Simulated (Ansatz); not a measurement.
## A hypothetical structure for Zn3Mo

This structure for Zn3Mo is made up. Its elements were placed in a known structure type with a cell scaled to their sizes. What cell does the guess relax to, and how far off was it?

Method: DFT, r2SCAN, plane-wave PAW, files of the set soft_1, scalar-relativistic, no spin, cell and ions relaxed at zero pressure; PAW set soft_1, in the first sound run; inputs show where later runs differ, in Ansatz 0.2.0.

### 1. The starting structure

It takes space group Pm-3m (No. 221, cubic). Conventional cell: a = 3.813 Å, b = 3.813 Å, c = 3.813 Å, α = 90.00°, β = 90.00°, γ = 90.00°. Mo has 12 Zn at 2.70 Å nearest. Nearest to Zn lie 8 Zn at 2.70 Å and 4 Mo at 2.70 Å. Farther neighbours are not listed.

### 2. Relaxation of the guess

The guessed cell has no reason to be at equilibrium. It is relaxed with the atoms, within the space group of the guess.

The input, input.yaml:

```yaml
crystal:
  lattice:
    - [3.813, 0.0, 0.0]
    - [0.0, 3.813, 0.0]
    - [0.0, 0.0, 3.813]
  atoms:
    - { symbol: Mo, position: [0.0, 0.0, 0.0] }
    - { symbol: Zn, position: [0.5, 0.5, 0.0] }
    - { symbol: Zn, position: [0.5, 0.0, 0.5] }
    - { symbol: Zn, position: [0.0, 0.5, 0.5] }
kpoints:
  mp_grid: { grid: [7, 7, 7] }
scf:
  occupations: { method: fermi_dirac, width: 0.05 }
hamiltonian:
  xc: r2scan
  pseudopotentials: { kind: paw, azcp: { folder: soft_1 } }
relax:
  f_tol: 0.015
  max_steps: 70
  cell: {}
output:
  forces: true
  stress: true
```

Started as:

```console
> ansatz run input.yaml --threads 4 --pin off --max-ram 10240MiB --backend cpu --events-out ev --progress --plain --runs-dir out
```

Numbers of over 12 decimals in the logs are rounded to 6 here.

The log of the run:

```text
Engine: ansatz 0.2.0, aarch64-unknown-linux-gnu
Pseudopotentials: kind: paw
Pseudopotential: Mo, paw, valence charge 14, recommended cutoff 500 eV (meta_gga), soft_1/Mo.paw.azcp
Pseudopotential: Zn, paw, valence charge 12, recommended cutoff 500 eV (meta_gga), soft_1/Zn.paw.azcp
Functional definition: r2SCAN
  parameter k0 = 0.174
  parameter k1 = 0.065
  parameter a1 = 4.9479
  exchange = r2scan_x(k0 = k0, k1 = k1, a1 = a1)
  correlation = r2scan_c
Crystal: 4 atoms, lattice volume = 55.437 Å³
Basis set: ecut = 500 eV, 1365 PW (Γ), exchange–correlation on 120×120×120 points (64 copies of the dense FFT grid, shifted against one another)
Bands: 30, of which v1, the nominal top of the filled ones, is band 25 counted from 1 (24 counted from 0)
Symmetry: 48 space group operations
Space group: Pm-3m (ITA 221), of the structure as read, at distance tolerance 3.8e-5 Å
k-points: 20 of 343
Non-local potential: Mo, projectors of the file, l = 0: 3, l = 1: 2, l = 2: 2, l = 3: 1
Non-local potential: Zn, projectors of the file, l = 0: 2, l = 1: 2, l = 2: 3, l = 3: 1
PAW form: soft (Blöchl's): semilocal exchange-correlation on the pseudo side does not see the compensation charge
PAW frozen core: Mo, regenerated for the run's functional (the file was generated under x = pbe(κ = 0.804, μ = 0.219515), c = pbe(β = 0.066725))
PAW frozen core: Zn, regenerated for the run's functional (the file was generated under x = pbe(κ = 0.804, μ = 0.219515), c = pbe(β = 0.066725))
PAW one-centre angular grid: Mo, 590 points (default); XC on 160 Gauss nodes
PAW one-centre angular grid: Zn, 590 points (default); XC on 160 Gauss nodes
Initial density: superposition of atomic densities (chi_scale 0.1, normalization cell, long waves kept (reshape's long-wave potential 0.00 eV rms))
Initial wavefunctions: pseudopotential atomic-orbital guess
Functional: x = r2scan, c = r2scan; τ floored in thin density (d = 2e-4 eV/Å³)
SCF iter   1: F=—  HF=-14946.417529 eV  |F-HF|=—  |Δ(HF+E_count)|=         —  Δρ=9.76e-2  dr2=8.77e0  dr2_τ=3.60e-1  ethr=3.10e-3  ⟨swp⟩=6.1  Hψ=2661  notcnv=0
preconditioner: auto → Kerker (q_TF=auto, 2.682 Å⁻¹)  [metal: Δε(μ)=0.034 eV  Ē_g=10.308 eV  σ=0.050 eV  W_gap=0.16  n_scr=18 (ndim 8)  ℏωp=32.3 eV  f_vac=0.000  D(μ)=2.13/eV (n_scr^D=18)]
SCF iter   2: F=—  HF=-14944.869464 eV  |F-HF|=—  |Δ(HF+E_count)|=    1.55e0  Δρ=3.29e-2  dr2=5.98e-1  dr2_τ=1.84e-1  ethr=3.10e-3  ⟨swp⟩=3.0  Hψ=1418  notcnv=0
preconditioner: auto → Resta (q_TF=auto, 2.682 Å⁻¹)  ε∞=12.2  [insulator: Δε(μ)=0.135 eV  Ē_g=9.663 eV  σ=0.050 eV  W_gap=0.58  n_scr=18 (ndim 8)  ℏωp=32.3 eV  f_vac=0.000  D(μ)=1.18/eV (n_scr^D=6)  ε∞_Penn≈12.2]
SCF iter   3: F=—  HF=-14944.933585 eV  |F-HF|=—  |Δ(HF+E_count)|=   6.41e-2  Δρ=1.48e-2  dr2=6.63e-2  dr2_τ=2.68e-3  ethr=1.20e-3  ⟨swp⟩=3.1  Hψ=1312  notcnv=0
SCF iter   4: F=—  HF=-14944.985389 eV  |F-HF|=—  |Δ(HF+E_count)|=   5.18e-2  Δρ=9.94e-3  dr2=3.84e-2  dr2_τ=4.26e-4  ethr=1.33e-4  ⟨swp⟩=2.1  Hψ=1123  notcnv=0
SCF iter   5: F=—  HF=-14944.969674 eV  |F-HF|=—  |Δ(HF+E_count)|=   1.57e-2  Δρ=2.19e-3  dr2=2.36e-3  dr2_τ=6.01e-5  ethr=7.67e-5  ⟨swp⟩=2.0  Hψ=1270  notcnv=0  defer=1
SCF iter   6: F=—  HF=-14944.970391 eV  |F-HF|=—  |Δ(HF+E_count)|=   7.17e-4  Δρ=5.60e-4  dr2=1.58e-4  dr2_τ=9.09e-6  ethr=4.73e-6  ⟨swp⟩=2.0  Hψ=1091  notcnv=0  defer=1
SCF iter   7: F=—  HF=-14944.970508 eV  |F-HF|=—  |Δ(HF+E_count)|=   1.17e-4  Δρ=2.17e-4  dr2=4.37e-5  dr2_τ=6.98e-7  ethr=3.16e-7  ⟨swp⟩=2.0  Hψ=957  notcnv=0  defer=1
SCF iter   8: F=—  HF=-14944.970524 eV  |F-HF|=—  |Δ(HF+E_count)|=   1.57e-5  Δρ=1.45e-4  dr2=1.07e-5  dr2_τ=1.89e-7  ethr=8.74e-8  ⟨swp⟩=2.0  Hψ=1018  notcnv=0  defer=1
SCF iter   9: F=—  HF=-14944.970529 eV  |F-HF|=—  |Δ(HF+E_count)|=   4.57e-6  Δρ=2.91e-5  dr2=4.92e-7  dr2_τ=2.58e-8  ethr=2.15e-8  ⟨swp⟩=2.0  Hψ=1013  notcnv=0  defer=1
SCF iter  10: F=-14944.970529 eV  HF=-14944.970529 eV  |F-HF|=9.30e-10  |Δ(HF+E_count)|=   2.60e-7  Δρ=7.38e-6  dr2=2.60e-8  dr2_τ=2.40e-9  ethr=2.00e-10  ⟨swp⟩=5.0  Hψ=2250  notcnv=0
SCF 1 converged in 10 iterations: F = -14944.970529 eV  dr2 = 2.60e-8
  greatest PAW one-centre occupation: 0.999 electrons in one spin orbital (limit 2), on the Mo atom at site 0 (counted from 0), in its partial waves of l = 0
relax step   1: F+E_penalty+E_count = -14944.97052894 eV  Δ(F+E_penalty+E_count) = +0.000e0 eV  max|allowed force component| = 2.776e-29 eV/Å  Δτ_max = 0.0000 Å  P = +1.542 GPa  Ω = 55.437 Å³  (10 SCF iters, dr2 threshold 1.00e-7 eV, accepted)
Crystal: 4 atoms, lattice volume = 56.054 Å³
Initial density: handed on by an earlier stage of this run
Initial wavefunctions: those handed on with the density
iter 1 solved again at ethr=1.85e-6 eV; its pass at ethr=3.10e-3 eV (dr2=9.26e-4 eV) is discarded
SCF iter   1: F=—  HF=-14944.967066 eV  |F-HF|=—  |Δ(HF+E_count)|=         —  Δρ=1.25e-3  dr2=8.91e-4  dr2_τ=2.49e-3  ethr=1.85e-6  ⟨swp⟩=2.0  Hψ=3123  notcnv=0
preconditioner: auto → Kerker (q_TF=auto, 2.677 Å⁻¹)  [metal: Δε(μ)=0.017 eV  Ē_g=9.566 eV  σ=0.050 eV  W_gap=0.08  n_scr=18 (ndim 8)  ℏωp=32.1 eV  f_vac=0.000  D(μ)=1.28/eV (n_scr^D=6)]
SCF iter   2: F=—  HF=-14944.972789 eV  |F-HF|=—  |Δ(HF+E_count)|=   5.72e-3  Δρ=4.45e-4  dr2=1.04e-4  dr2_τ=5.03e-5  ethr=1.78e-6  ⟨swp⟩=2.0  Hψ=1100  notcnv=0
SCF iter   3: F=—  HF=-14944.972784 eV  |F-HF|=—  |Δ(HF+E_count)|=   5.18e-6  Δρ=2.48e-4  dr2=2.93e-5  dr2_τ=2.19e-6  ethr=2.09e-7  ⟨swp⟩=2.5  Hψ=1040  notcnv=0
SCF iter   4: F=—  HF=-14944.972800 eV  |F-HF|=—  |Δ(HF+E_count)|=   1.62e-5  Δρ=2.06e-4  dr2=2.16e-5  dr2_τ=1.28e-6  ethr=5.86e-8  ⟨swp⟩=2.0  Hψ=1080  notcnv=0
SCF iter   5: F=—  HF=-14944.972797 eV  |F-HF|=—  |Δ(HF+E_count)|=   2.31e-6  Δρ=6.21e-5  dr2=2.94e-6  dr2_τ=2.58e-8  ethr=4.31e-8  ⟨swp⟩=2.0  Hψ=969  notcnv=0
SCF iter   6: F=—  HF=-14944.972798 eV  |F-HF|=—  |Δ(HF+E_count)|=   1.13e-7  Δρ=3.31e-5  dr2=1.19e-6  dr2_τ=6.57e-8  ethr=5.87e-9  ⟨swp⟩=2.0  Hψ=1080  notcnv=0
SCF iter   7: F=-14944.972797 eV  HF=-14944.972797 eV  |F-HF|=3.21e-8  |Δ(HF+E_count)|=   7.68e-8  Δρ=9.50e-6  dr2=1.01e-7  dr2_τ=4.03e-10  ethr=8.00e-10  ⟨swp⟩=3.0  Hψ=2301  notcnv=0
SCF 2 converged in 7 iterations: F = -14944.972797 eV  dr2 = 1.01e-7
relax step   2: F+E_penalty+E_count = -14944.97279743 eV  Δ(F+E_penalty+E_count) = -2.268e-3 eV  max|allowed force component| = 2.008e-29 eV/Å  Δτ_max = 0.0000 Å  P = -0.206 GPa  Ω = 56.054 Å³  energy of the carried Pulay correction = -2.657e-4 eV  (7 SCF iters, dr2 threshold 4.00e-7 eV, accepted)
Crystal: 4 atoms, lattice volume = 55.980 Å³
iter 1 solved again at ethr=2.97e-8 eV; its pass at ethr=3.10e-3 eV (dr2=1.48e-5 eV) is discarded
SCF iter   1: F=—  HF=-14944.972799 eV  |F-HF|=—  |Δ(HF+E_count)|=         —  Δρ=1.45e-4  dr2=1.32e-5  dr2_τ=3.46e-5  ethr=2.97e-8  ⟨swp⟩=2.0  Hψ=2906  notcnv=0
preconditioner: auto → Kerker (q_TF=auto, 2.677 Å⁻¹)  [metal: Δε(μ)=0.050 eV  Ē_g=9.572 eV  σ=0.050 eV  W_gap=0.24  n_scr=18 (ndim 8)  ℏωp=32.2 eV  f_vac=0.000  D(μ)=1.29/eV (n_scr^D=6)]
SCF iter   2: F=—  HF=-14944.972877 eV  |F-HF|=—  |Δ(HF+E_count)|=   7.82e-5  Δρ=5.08e-5  dr2=1.11e-6  dr2_τ=7.07e-7  ethr=2.65e-8  ⟨swp⟩=2.0  Hψ=1100  notcnv=0
SCF iter   3: F=—  HF=-14944.972877 eV  |F-HF|=—  |Δ(HF+E_count)|=   3.84e-8  Δρ=2.78e-5  dr2=2.82e-7  dr2_τ=3.03e-8  ethr=2.12e-10  ⟨swp⟩=5.0  Hψ=2443  notcnv=0
SCF iter   4: F=—  HF=-14944.972877 eV  |F-HF|=—  |Δ(HF+E_count)|=   2.38e-7  Δρ=2.26e-5  dr2=2.40e-7  dr2_τ=1.29e-8  ethr=2.12e-10  ⟨swp⟩=5.0  Hψ=2275  notcnv=0
SCF iter   5: F=-14944.972877 eV  HF=-14944.972877 eV  |F-HF|=1.88e-8  |Δ(HF+E_count)|=   2.32e-8  Δρ=6.38e-6  dr2=3.06e-8  dr2_τ=2.81e-10  ethr=2.12e-10  ⟨swp⟩=3.1  Hψ=2448  notcnv=0
SCF 3 converged in 5 iterations: F = -14944.972877 eV  dr2 = 3.06e-8
relax step   3: F+E_penalty+E_count = -14944.97287719 eV  Δ(F+E_penalty+E_count) = -7.976e-5 eV  max|allowed force component| = 4.723e-29 eV/Å  Δτ_max = 0.0000 Å  P = -0.003 GPa  Ω = 55.980 Å³  energy of the carried Pulay correction = -2.342e-4 eV  (5 SCF iters, dr2 threshold 1.06e-7 eV, accepted)
Initial wavefunctions: pseudopotential atomic-orbital guess (no wavefunctions were taken with the density)
iter 1 solved again at ethr=6.65e-8 eV; its pass at ethr=3.10e-3 eV (dr2=3.32e-5 eV) is discarded
SCF iter   1: F=—  HF=-14944.973121 eV  |F-HF|=—  |Δ(HF+E_count)|=         —  Δρ=4.99e-5  dr2=2.00e-7  dr2_τ=1.15e-7  ethr=6.65e-8  ⟨swp⟩=3.8  Hψ=4527  notcnv=0
preconditioner: auto → Kerker (q_TF=auto, 2.677 Å⁻¹)  [metal: Δε(μ)=0.049 eV  Ē_g=9.573 eV  σ=0.050 eV  W_gap=0.23  n_scr=18 (ndim 8)  ℏωp=32.2 eV  f_vac=0.000  D(μ)=1.29/eV (n_scr^D=6)]
SCF iter   2: F=—  HF=-14944.973126 eV  |F-HF|=—  |Δ(HF+E_count)|=   4.71e-6  Δρ=3.62e-5  dr2=2.28e-7  dr2_τ=4.78e-8  ethr=4.00e-10  ⟨swp⟩=2.0  Hψ=1050  notcnv=0
SCF iter   3: F=—  HF=-14944.973127 eV  |F-HF|=—  |Δ(HF+E_count)|=   1.67e-6  Δρ=9.01e-6  dr2=2.01e-8  dr2_τ=3.53e-9  ethr=4.00e-10  ⟨swp⟩=2.0  Hψ=1019  notcnv=0
SCF iter   4: F=—  HF=-14944.973127 eV  |F-HF|=—  |Δ(HF+E_count)|=   2.17e-8  Δρ=1.78e-6  dr2=1.39e-9  dr2_τ=2.56e-10  ethr=4.01e-11  ⟨swp⟩=2.0  Hψ=1017  notcnv=0
SCF iter   5: F=—  HF=-14944.973127 eV  |F-HF|=—  |Δ(HF+E_count)|=   4.10e-9  Δρ=1.18e-6  dr2=4.85e-10  dr2_τ=3.85e-11  ethr=2.78e-12  ⟨swp⟩=2.0  Hψ=1003  notcnv=0
SCF iter   6: F=—  HF=-14944.973127 eV  |F-HF|=—  |Δ(HF+E_count)|=  7.24e-10  Δρ=3.35e-7  dr2=6.64e-11  dr2_τ=4.19e-12  ethr=1.00e-12  ⟨swp⟩=2.0  Hψ=993  notcnv=0
SCF iter   7: F=-14944.973127 eV  HF=-14944.973127 eV  |F-HF|=3.64e-12  |Δ(HF+E_count)|=  1.93e-10  Δρ=1.16e-7  dr2=7.70e-12  dr2_τ=2.48e-13  ethr=1.00e-12  ⟨swp⟩=4.8  Hψ=2179  notcnv=0
SCF 4 converged in 7 iterations: F = -14944.973127 eV  dr2 = 7.70e-12
relax step   4: F+E_penalty+E_count = -14944.97312746 eV  Δ(F+E_penalty+E_count) = -2.503e-4 eV  max|allowed force component| = 2.255e-29 eV/Å  Δτ_max = 0.0000 Å  P = +0.001 GPa  Ω = 55.980 Å³  stress off target by 7.61e-4 GPa  SCF on the basis re-selected at this cell (its energy is not comparable with the rows above)  (7 SCF iters)
basis re-selected at this cell: Δ(F+E_penalty+E_count) = -2.503e-4 eV, ΔP = +0.004 GPa vs the last step (what re-selecting the basis moved, of the pressure what is left beyond the Pulay correction that the steps carried, after the strain that the cell walked since its last selection, with what the two solves' SCF thresholds leave and, on support functions, any second-order correction that the steps lacked; it is no m [...]
SCF converged after 7 iterations
Free energy (F): -14944.973127 eV
Harris-Foulkes:  -14944.973127 eV  (|F-HF|=3.64e-12)
Internal energy: -14944.963007 eV  (E = F + TS)
E sigma→0 (E₀):  -14944.968067 eV
Entropy (-TS):   -0.010120 eV (-2.530 meV/atom)
Fermi energy:    14.646547 eV
--- Per-component energies (eV) ---
  E_band       = 122.712454
  E_kinetic    = 863.849875
  E_local      = -5810.602553  (includes V_loc(G=0)·N_el)
  E_nonlocal   = 2614.676055
  E_hartree    = 2144.844568
  E_xc         = -382.351508
  E_vxc        = -403.250943  (∫ρ·V_xc dr)
  E_paw        = -8968.636107  (= ΣΔE_a)
  E_vpaw       = -1456.689941  (= ΣTr[D̂ρ^β])
  E_aug_tail   = 0.000216  (compensation charges beyond the density's cutoff)
  E_vtau       = 25.040697  (kinetic-family band-sum trace: ∫τ·v_τ [+ j·A + Jᵃ·Aᵃ] dr)
  E_ewald      = -5405.974503
  E_core_change = -0.769052  (= ΣΔE_core)
  E_smearing   = -0.010120  (= −TS)
  E_closure    = 0.000000  (closes the sum)
  Σ components = -14944.973127   (vs F -14944.973127, Δ=0.00e0)
--- Forces (eV/Å), atoms counted from 1 ---
  atom   1  Mo    -0.00000000     0.00000000    -0.00000000
  atom   2  Zn    -0.00000000     0.00000000     0.00000000
  atom   3  Zn    -0.00000000    -0.00000000     0.00000000
  atom   4  Zn     0.00000000    -0.00000000    -0.00000000
  max |Σ_I F_I| component: 3.60e-29 eV/Å
--- Stress (GPa, compression-positive) ---
        0.000761       0.000000       0.000000
        0.000000       0.000761       0.000000
        0.000000       0.000000       0.000761
  P = ⅓ Tr σ = 0.0008 GPa (0.008 kbar)
--- Relaxed structure (3 steps of the walk, 3 accepted, 1 SCFs on fresh bases) ---
  F+E_penalty+E_count = -14944.97312746 eV   max|allowed force component| = 2.255e-29 eV/Å   (the final SCF, on the basis selected at the relaxed cell)
  cell:  # Å, volume = 55.9802 Å³
    - [3.825411, 0, 0]
    - [0, 3.825411, 0]
    - [0, 0, 3.825411]
  atoms:
    - { symbol: Mo, position: [0, 0, 0] }
    - { symbol: Zn, position: [0.500000, 0.500000, 0] }
    - { symbol: Zn, position: [0.500000, 0, 0.500000] }
    - { symbol: Zn, position: [0, 0.500000, 0.500000] }
```

The job ended after 6 s (4 threads of Arm Neoverse V1, shared host; peak memory 0.5 GiB).

The steps of the relaxation:

```
step  energy less that of the first step (eV)  largest force component (eV/Å)  pressure (GPa)  volume (Å³)
   1                                   0.0000                          0.0000            1.54        55.44
   2                                  -0.0023                          0.0000           -0.21        56.05
   3                                  -0.0023                          0.0000            0.00        55.98
  4*                                  -0.0026                          0.0000            0.00        55.98
```

Relaxation steps marked * repeat the geometry before them on a plane-wave basis chosen anew for their cell, so energy and pressure can jump there.

Forces are held to the 48 operations that the run works with; a distortion that breaks them can't arise in this run.

```
conventional cell, symmetrised  before  after  change
                         a (Å)   3.813  3.825  +0.3 %
                         b (Å)   3.813  3.825  +0.3 %
                         c (Å)   3.813  3.825  +0.3 %
              volume (Å³/atom)   13.86  14.00  +1.0 %
```

Final coordinates:

```cif
data_structure
_symmetry_space_group_name_H-M 'P 1'
_symmetry_Int_Tables_number 1
_cell_length_a 3.8254
_cell_length_b 3.8254
_cell_length_c 3.8254
_cell_angle_alpha 90.000
_cell_angle_beta 90.000
_cell_angle_gamma 90.000
_cell_volume 55.98
loop_
_atom_site_label
_atom_site_type_symbol
_atom_site_fract_x
_atom_site_fract_y
_atom_site_fract_z
_atom_site_occupancy
Mo1 Mo 0.00000 0.00000 0.00000 1
Zn2 Zn 0.50000 0.50000 0.00000 1
Zn3 Zn 0.50000 0.00000 0.50000 1
Zn4 Zn 0.00000 0.50000 0.50000 1
```

Numbers from this step:

| Property | Result |
| --- | --- |
| free energy | -14944.9731 eV |
| energy at zero smearing | -14944.9681 eV |
| smearing term TS | 0.01012 eV |
| Fermi energy | 14.65 eV |
| electrons | 50 |
| symmetry operations | 48 |
| pressure | 7.61e-4 GPa |

The shortest distance of each pair, which need not be the same contact before and after:

```
 pair  guess (Å)  relaxed (Å)
Mo–Zn      2.696        2.705
Zn–Zn      2.696        2.705
Mo–Mo      3.813        3.825
```

The relaxation ends with a pressure of 0.00 GPa.

(Continued in part 2 of 2.)

[Logs are printed without paths, hosts, clocks, repeated set-up lines and the standing remarks that a program may print on its own settings, such as how far it seeks lower states.]

[Hosts, paths, dates, database ids (printed as entryN), source tags and the programs' standing remarks are cut or masked in the printed files.]
